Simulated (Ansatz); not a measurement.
# One crystal, many levels of theory: GaN (P6_3mc), part 2 of 2

Wanted: a ladder of band gaps for GaN (P6_3mc), from density functionals to G0W0.

Ansatz 0.2.0; density functionals, hybrids and G0W0, plane waves, PAW. Known limits of the many-body steps: finite bands, screening cutoff and k mesh; no spin-orbit coupling in G0W0; d shells not analysed.

So far. Step 6 (HSE06 on the 6×6×4 mesh): Over mesh and listed points the gap is 3.148 eV, direct, at k = Γ. HSE06 against PBE: 3.148 − 1.890 = +1.258 eV. The runs also differ in mesh (12×12×4 and 6×6×4), so how much of this comes from the functional alone is not known. Step 7 (PBE0 on the 6×6×4 mesh): Over mesh and listed points the gap is 3.839 eV, direct, at k = Γ. PBE0 against HSE06: 3.839 − 3.148 = +0.691 eV, with the same mesh, files and cutoff, and both edges at the same k points.

The database entry behind the starting cell has ideal inner coordinates that were not refined, so it need not match the best structure at ambient conditions.

In doubt: masses and optical values from hybrid runs of this build are listed as unsure (step 10), which bears on the screening that GW takes from such a start.

### Step 8. DDH-PBE0 on the 6×6×4 mesh

The input asks for a share of exact exchange of one over the crystal's ε∞, which the program works out first.

This step: DFT, dielectric-dependent PBE0 (fraction 1/eps_inf of PBE), plane waves, PAW.

Input file input.yaml:

```yaml
crystal:
  lattice:
    - [3.19, 0.0, 0.0]
    - [-1.595, 2.7626210381, 0.0]
    - [0.0, 0.0, 5.189]
  atoms:
    - { symbol: Ga, position: [0.6666666667, 0.3333333333, 0.0] }
    - { symbol: Ga, position: [0.3333333333, 0.6666666667, 0.5] }
    - { symbol: "N", position: [0.6666666667, 0.3333333333, 0.375] }
    - { symbol: "N", position: [0.3333333333, 0.6666666667, 0.875] }
  host: atoms
kpoints:
  mp_grid: { grid: [6, 6, 4] }
  band_path:
    path:
      - [0.0, 0.0, 0.0]
      - [0.5, 0.0, 0.0]
      - [0.33333333, 0.33333333, 0.0]
      - [0.0, 0.0, 0.5]
      - [0.5, 0.0, 0.5]
      - [0.33333333, 0.33333333, 0.5]
    npoints: 1
hamiltonian:
  xc:
    exchange: pbe
    correlation: pbe
    exx: { coeff: inverse_dielectric }
scf:
  occupations: { method: fixed }
  n_extra_bands: 5
output:
  eigenvalues: true
```

On the command line:

```sh
> ansatz run input.yaml --threads 3 --pin off --max-ram 92160MiB --backend cuda --events-out ev --progress --plain --runs-dir out --devices 1 --max-vram 13GiB  # rebuilt from the run's record
```

Numbers of over 12 decimals in the logs are rounded to 6 here.

What it wrote:

```text
[...]
the fraction of exact exchange is that of a crystal of Ga2N2
GPUs: using 1 of 1 available (devices: 1).
[...]
a weight of exact exchange comes from the crystal, and the text's number only plans the run
Solving k-mesh 6×6×4 for the fraction of exact exchange
[...]
Fermi energy:    8.876821 eV
[...]
--- Band table (eV; the first three rows and the last of 21) ---
  k-point 0: bands = [... 14 lower, 7.7644, 8.8176, 8.8768, 8.8768, 12.0794, 14.5790, 19.7751, 20.3333, ... 1 higher]
  k-point 1: bands = [... 14 lower, 7.9193, 7.9193, 8.7047, 8.7047, 13.2974, 14.6890, 19.3446, 20.0287, ... 1 higher]
  k-point 2: bands = [... 14 lower, 8.3038, 8.3038, 8.3038, 8.3038, 14.5507, 14.5507, 18.9546, 18.9546, ... 1 higher]
  k-point 20: bands = [... 14 lower, 4.4509, 4.4509, 7.3004, 7.3004, 16.7925, 16.7925, 17.6253, 17.6253, ... 1 higher]
[key lines of the parts left out:]
Free energy (F): -8336.605231 eV
```

Wall time 53 s (1 × NVIDIA H100 80GB HBM3 (shared by 6 runs) with 3 threads of AMD EPYC 7R13 (Zen 3), shared host); peak memory 2.2 GiB; 92 s of CPU time.

Numbers from this step:

* gap: 3.203 eV
* valence top at: Γ
* conduction bottom at: Γ
* least direct gap: 3.203 eV
* exact-exchange fraction: 0.1710

Over mesh and listed points the gap is 3.203 eV, direct, at k = Γ. DDH-PBE0 against PBE0: 3.203 − 3.839 = −0.636 eV, with the same mesh, files and cutoff, and both edges at the same k points.

### Step 9. G0W0@PBE, 6×6×4 mesh, 293 empty bands, screening to 200 eV

G0W0 replaces the xc potential by a self-energy built once from the orbitals of the start. Levels are corrected in the window of bands that the input names, at points of the mesh.

This step: G0W0 on PBE, plane waves, PAW.

Input file input.yaml:

```yaml
crystal:
  lattice:
    - [3.19, 0.0, 0.0]
    - [-1.595, 2.7626210381, 0.0]
    - [0.0, 0.0, 5.189]
  atoms:
    - { symbol: Ga, position: [0.6666666667, 0.3333333333, 0.0] }
    - { symbol: Ga, position: [0.3333333333, 0.6666666667, 0.5] }
    - { symbol: "N", position: [0.6666666667, 0.3333333333, 0.375] }
    - { symbol: "N", position: [0.3333333333, 0.6666666667, 0.875] }
kpoints:
  mp_grid: { grid: [6, 6, 4] }
hamiltonian:
  xc: pbe
scf:
  occupations: { method: fixed }
gw:
  n_empty_bands: 293
  ecut_chi: 200.0
  qp_bands: [v2, c2]
  qp_kpoints: band_edges
  screening: { model: contour_deformation }
```

What it wrote:

```text
GPUs: using 1 of 1 available (devices: 1).
[...]
GPU FFT provider: cuFFT
GPU libraries: cuBLAS 13.8.2, cuFFT 12.4.0, cuSOLVER 12.3.4
Crystal: 4 atoms, lattice volume = 45.729 Å³
Basis set: ecut = 420 eV, 917 PW (Γ)
Bands: 22, of which v1, the nominal top of the filled ones, is band 18 counted from 1 (17 counted from 0)
Symmetry: 12 space group operations
[...]
k-points: 21 of 144 (time reversal used)
[...]
1    20     14.0378   -10.1538    -4.6457   -15.2986  0.8064    14.5399    14.5368  root
[...]
20    17      8.1992   -22.2730     3.1548   -18.2362  0.7630     7.3036     7.3173  root
    20    18      8.1992   -22.2730     3.1548   -18.2362  0.7630     7.3036     7.3173  root
    20    19     16.1062    -9.5272    -4.9331   -14.9663  0.8045    16.6161    16.6123  root
    20    20     16.1062    -9.5272    -4.9331   -14.9663  0.8045    16.6161    16.6123  root
[key lines of the parts left out:]
SCF converged after 6 iterations
Free energy (F): -8335.811409 eV
Fermi energy:    9.692075 eV
```

Run time: 31 s. Hardware: 1 × NVIDIA H100 80GB HBM3 (shared by 6 runs) with 3 threads; peak memory 1.5 GiB; 52 s of CPU time.

Numbers from this step:

```
bands summed                                    : 311
RPA ε∞ on this mesh (eigenvalues)               : 5.969, 6.004, 6.004
plane waves in the screening matrix             : 311
G0W0 gap over the corrected points              : 3.022 eV
k of the valence top                            : 0, 0, 0
k of the conduction bottom                      : 0, 0, 0
starting gap on the mesh                        : 1.889 eV
Z at the valence top                            : 0.7679
Z at the conduction bottom                      : 0.8031
least direct G0W0 gap over the corrected points : 3.022 eV
```

Over 15 of 21 irreducible mesh points the G0W0 gap is 3.022 eV, direct, at k = Γ. The PBE gap of this run on the mesh is 1.889 eV. The two states that bound the G0W0 gap lie that far apart at the start, so the correction of the gap is 3.022 − 1.889 = +1.133 eV.

### Step 10. G0W0@HSE06, 6×6×4 mesh, 136 empty bands, screening to 120 eV

This step: G0W0 on HSE06, plane waves, PAW.

Changes to input.yaml since step 9:

```diff
@@ -13,3 +13,3 @@
 hamiltonian:
-  xc: pbe
+  xc: hse06
 scf:
@@ -17,4 +17,4 @@
 gw:
-  n_empty_bands: 293
-  ecut_chi: 200.0
+  n_empty_bands: 136
+  ecut_chi: 120
   qp_bands: [v2, c2]
```

What it wrote:

```text
GPUs: using 1 of 1 available (devices: 1).
[...]
GPU FFT provider: cuFFT
GPU libraries: cuBLAS 13.8.2, cuFFT 12.4.0, cuSOLVER 12.3.4
Crystal: 4 atoms, lattice volume = 45.729 Å³
Basis set: ecut = 420 eV, 917 PW (Γ)
Bands: 22, of which v1, the nominal top of the filled ones, is band 18 counted from 1 (17 counted from 0)
Symmetry: 12 space group operations
[...]
k-points: 21 of 144 (time reversal used)
[...]
1    19     13.2115   -11.3713    -3.6317   -15.4997  0.8266    13.7098    13.7083  root
     1    20     14.6414    -9.6682    -4.2177   -14.3392  0.8358    15.0960    15.0946  root
[...]
20    17      7.2651   -22.1515     3.0680   -18.9992  0.7977     7.1807     7.1808  root
    20    18      7.2651   -22.1515     3.0680   -18.9992  0.7977     7.1807     7.1808  root
    20    19     16.7410    -8.9461    -4.4558   -13.7977  0.8351    17.1381    17.1368  root
    20    20     16.7410    -8.9461    -4.4558   -13.7977  0.8351    17.1381    17.1368  root
[key lines of the parts left out:]
Free energy (F): -8336.817258 eV
Fermi energy:    8.861938 eV
```

Wall time 35 s (1 × NVIDIA H100 80GB HBM3 (shared by 6 runs) with 3 threads); peak memory 1.6 GiB; 41 s of CPU time.

This step gave:

| Quantity | Value |
| --- | --- |
| bands summed | 154 |
| RPA ε∞ on this mesh (eigenvalues) | 4.548, 4.548, 4.565 |
| plane waves in the screening matrix | 135 |
| G0W0 gap over the corrected points | 3.601 eV |
| k of the valence top | 0, 0, 0 |
| k of the conduction bottom | 0, 0, 0 |
| starting gap on the mesh | 3.148 eV |
| Z at the valence top | 0.8024 |
| Z at the conduction bottom | 0.8337 |
| least direct G0W0 gap over the corrected points | 3.601 eV |

Over 15 of 21 irreducible mesh points the G0W0 gap is 3.601 eV, direct, at k = Γ. The HSE06 gap of this run on the mesh is 3.148 eV. The two states that bound the G0W0 gap lie that far apart at the start, so the correction of the gap is 3.601 − 3.148 = +0.453 eV. G0W0@HSE06 against G0W0@PBE with 154 bands (a further run, in the table below): 3.601 − 3.007 = +0.594 eV, with the same mesh, files and cutoffs, and both edges at the same k points.

### Step 11. G0W0@r2SCAN, 6×6×4 mesh, 136 empty bands, screening to 120 eV

This step: G0W0 on r2SCAN, plane waves, PAW.

Changes to input.yaml since step 10:

```diff
@@ -13,3 +13,3 @@
 hamiltonian:
-  xc: hse06
+  xc: r2scan
 scf:
```

What it wrote:

```text
GPUs: using 1 of 1 available (devices: 1).
[...]
GPU FFT provider: cuFFT
GPU libraries: cuBLAS 13.8.2, cuFFT 12.4.0, cuSOLVER 12.3.4
Crystal: 4 atoms, lattice volume = 45.729 Å³
Basis set: ecut = 500 eV, 1141 PW (Γ), exchange–correlation on 96×96×160 points (64 copies of the dense FFT grid, shifted against one another)
Bands: 22, of which v1, the nominal top of the filled ones, is band 18 counted from 1 (17 counted from 0)
[...]
1    20     14.3089    -9.9225    -4.3415   -14.9149  0.8200    14.9640    14.9598  root
[...]
20    17      7.8780   -22.3182     3.2848   -18.5923  0.7793     7.4345     7.4368  root
    20    18      7.8780   -22.3182     3.2848   -18.5923  0.7793     7.4345     7.4368  root
    20    19     16.4217    -9.3073    -4.6160   -14.5087  0.8181    17.0111    17.0071  root
    20    20     16.4217    -9.3073    -4.6160   -14.5087  0.8181    17.0111    17.0071  root
[key lines of the parts left out:]
SCF converged after 8 iterations
Free energy (F): -8352.768524 eV
Fermi energy:    9.415397 eV
```

It took 31 s on 1 × NVIDIA H100 80GB HBM3 (shared by 6 runs) with 3 threads; peak memory 1.3 GiB; 53 s of CPU time.

This step gave:

- bands summed: 154
- RPA ε∞ on this mesh (eigenvalues): 5.288, 5.299, 5.299
- plane waves in the screening matrix: 135
- G0W0 gap over the corrected points: 3.244 eV
- k of the valence top: 0, 0, 0
- k of the conduction bottom: 0, 0, 0
- starting gap on the mesh: 2.304 eV
- Z at the valence top: 0.7848
- Z at the conduction bottom: 0.8185
- least direct G0W0 gap over the corrected points: 3.244 eV

Over 15 of 21 irreducible mesh points the G0W0 gap is 3.244 eV, direct, at k = Γ. The r2SCAN gap of this run on the mesh is 2.304 eV. The two states that bound the G0W0 gap lie that far apart at the start, so the correction of the gap is 3.244 − 2.304 = +0.940 eV. G0W0@r2SCAN against G0W0@HSE06 with 154 bands: 3.244 − 3.601 = −0.357 eV. The runs also differ in plane-wave cutoff (420 eV and 500 eV), so how much of this comes from the start alone is not known.

### Step 12. Gap and time by level

Each gap is the least one over the points named; times are wall times on shared hosts, not benchmarks. A G0W0 time includes the run's own self-consistent start. Runs with listed points see these and the mesh alone, so an edge that moves elsewhere is missed. Rows marked * are further runs, not shown as steps, whose inputs differ from the G0W0 step on the same start in the columns given; solver thresholds can differ too.

```
      level     mesh       files, cutoff  bands summed, screening                            points  gap (eV)  valence top  conduction bottom  least direct gap (eV)   time
        LDA  12×12×4  soft_2 PAW, 420 eV                        -            mesh and listed points     1.897            Γ                  Γ                  1.897  3.1 s
        PBE  12×12×4  soft_2 PAW, 420 eV                        -                     mesh and path     1.890            Γ                  Γ                  1.890  6.5 s
    PBE+SOC  12×12×4  soft_2 PAW, 420 eV                        -            mesh and listed points     1.887            Γ                  Γ                  1.887  8.9 s
     r2SCAN  12×12×4  soft_2 PAW, 500 eV                        -            mesh and listed points     2.305            Γ                  Γ                  2.305  7.9 s
      HSE06    6×6×4  soft_2 PAW, 420 eV                        -            mesh and listed points     3.148            Γ                  Γ                  3.148   16 s
       PBE0    6×6×4  soft_2 PAW, 420 eV                        -            mesh and listed points     3.839            Γ                  Γ                  3.839   21 s
   DDH-PBE0    6×6×4  soft_2 PAW, 420 eV                        -            mesh and listed points     3.203            Γ                  Γ                  3.203   53 s
  G0W0@PBE*    6×6×4  soft_2 PAW, 420 eV                66, 60 eV  15 of 21 irreducible mesh points     2.867            Γ                  Γ                  2.867   13 s
  G0W0@PBE*    6×6×4  soft_2 PAW, 420 eV              154, 120 eV  15 of 21 irreducible mesh points     3.007            Γ                  Γ                  3.007   19 s
   G0W0@PBE    6×6×4  soft_2 PAW, 420 eV              311, 200 eV  15 of 21 irreducible mesh points     3.022            Γ                  Γ                  3.022   31 s
  G0W0@PBE*    6×6×2  soft_2 PAW, 420 eV              154, 120 eV  11 of 14 irreducible mesh points     2.972            Γ                  Γ                  2.972   14 s
 G0W0@HSE06    6×6×4  soft_2 PAW, 420 eV              154, 120 eV  15 of 21 irreducible mesh points     3.601            Γ                  Γ                  3.601   35 s
G0W0@r2SCAN    6×6×4  soft_2 PAW, 500 eV              154, 120 eV  15 of 21 irreducible mesh points     3.244            Γ                  Γ                  3.244   31 s
```

### Step 13. What came out

| Item | Value |
| --- | --- |
| LDA, over mesh and listed points | 1.897 eV |
| PBE, over mesh and path | 1.890 eV |
| PBE+SOC, over mesh and listed points | 1.887 eV |
| r2SCAN, over mesh and listed points | 2.305 eV |
| HSE06, over mesh and listed points | 3.148 eV |
| PBE0, over mesh and listed points | 3.839 eV |
| DDH-PBE0, over mesh and listed points | 3.203 eV |
| G0W0@PBE (311 bands, 6×6×4), over 15 of 21 irreducible mesh points | 3.022 eV |
| G0W0@HSE06, over 15 of 21 irreducible mesh points | 3.601 eV |
| G0W0@r2SCAN, over 15 of 21 irreducible mesh points | 3.244 eV |
| known limits | finite bands, screening cutoff and k mesh; no spin-orbit coupling in G0W0; d shells not analysed |

**Reading.** The rows run from 1.887 eV (PBE+SOC) to 3.839 eV (PBE0). They differ in mesh, plane-wave cutoff, bands and screening cutoff of G0W0 and the points over which the gap was sought as well as in level, so only pairs that share these are like for like. PBE against LDA: 1.890 − 1.897 = −0.007 eV, with the same mesh, files and cutoff, and both edges at the same k points. PBE+SOC against PBE: 1.887 − 1.890 = −0.003 eV, with the same mesh, set of files (read in its fully relativistic form for the spin-orbit run) and cutoff, and both edges at the same k points. The spin-orbit run sees mesh and listed points alone, so its gap is an upper bound: the coupling can move an edge off these points, the more so as this crystal has no centre of inversion, and the change over the zone, its sign included where it is small, is not known. PBE0 against HSE06: 3.839 − 3.148 = +0.691 eV, with the same mesh, files and cutoff, and both edges at the same k points. DDH-PBE0 against PBE0: 3.203 − 3.839 = −0.636 eV, with the same mesh, files and cutoff, and both edges at the same k points. G0W0@HSE06 against G0W0@PBE with 154 bands: 3.601 − 3.007 = +0.594 eV, with the same mesh, files and cutoffs, and both edges at the same k points. The dielectric-dependent hybrid took 0.171 of exact exchange, against 0.25 in PBE0. G0W0@PBE (311 bands, 6×6×4) moves the gap of its own start on the mesh by 3.022 − 1.889 = +1.133 eV, between the same two levels. Both edges that PBE shows over mesh and path lie at k points where levels were corrected. Levels at other points were not corrected, so a lower G0W0 gap elsewhere in the zone is not ruled out. G0W0@HSE06 moves the gap of its own start on the mesh by 3.601 − 3.148 = +0.453 eV, between the same two levels. Both edges that HSE06 shows over mesh and listed points lie at k points where levels were corrected. Levels at other points were not corrected, so a lower G0W0 gap elsewhere in the zone is not ruled out. G0W0@r2SCAN moves the gap of its own start on the mesh by 3.244 − 2.304 = +0.940 eV, between the same two levels. Both edges that r2SCAN shows over mesh and listed points lie at k points where levels were corrected. Levels at other points were not corrected, so a lower G0W0 gap elsewhere in the zone is not ruled out. What spin-orbit coupling does to the G0W0 levels was not computed, so no sum with the G0W0 gap is formed. For G0W0@PBE: from 66 bands and 60 eV to 311 bands and 200 eV the gap moves by 3.022 − 2.867 = +0.155 eV (rung by rung 2.867, 3.007, 3.022 eV); bands and screening cutoff rise together, so their parts are not told apart. A line in one over the bands through the two highest rungs gives 3.022 + (3.022 − 3.007) × 154 / (311 − 154) = 3.037 eV, and through the pair below 3.007 + (3.007 − 2.867) × 66 / (154 − 66) = 3.112 eV. The two differ by 0.075 eV, not under the 0.030 eV asked, so the law does not hold well over these rungs and the limit is not known. The other G0W0 rows are shown at one basis each (154 bands), so their distance from the limit is not known here. With the 6×6×2 mesh in place of the 6×6×4 mesh and all else as in the G0W0@PBE row with 154 bands, the gap differs by 2.972 − 3.007 = −0.035 eV, and that of the start by 1.890 − 1.889 = +0.001 eV. The G0W0 runs are scalar-relativistic. One-shot GW is known to converge slowly in bands for compounds with shallow d shells. The cell holds Ga; the filling of the d shell and its place against the gap were not analysed here. G0W0@PBE runs of this series with other atomic data on the same mesh, not shown as steps, give 3.018 eV (hard PAW, 1020 eV, 162 bands, screening to 120 eV; the table's row with the same empty bands and screening cutoff has 3.007 eV); where bands and cutoffs differ too, the part of the files is not isolated.

[Paths, hosts, dates, memory and timing lines, banners, echoed tables and standing remarks are left out of the program output.]

[Logs are printed without paths, hosts, clocks, repeated set-up lines and the standing remarks that a program may print on its own settings, such as how far it seeks lower states.]

[Runs of the session that timed out or met a known fault of the program may be left out.]

[Cells called generated may have been cut or substituted from an entry of the Crystallography Open Database or the Materials Project.]

[Hosts, paths, dates, database ids (printed as entryN), source tags and the programs' standing remarks are cut or masked in the printed files.]

[Where an RPA ε∞ is given, it is that of the G0W0 mesh and is not shown converged in it. Names of k-points follow the symmetry that the program found, which can be lower than the space group named. Band edges on a path are those of the sampled points; other points can move an edge, and change direct to indirect where valleys lie close.]

[Hybrid gaps are those of their k-mesh and are not shown converged in it.]
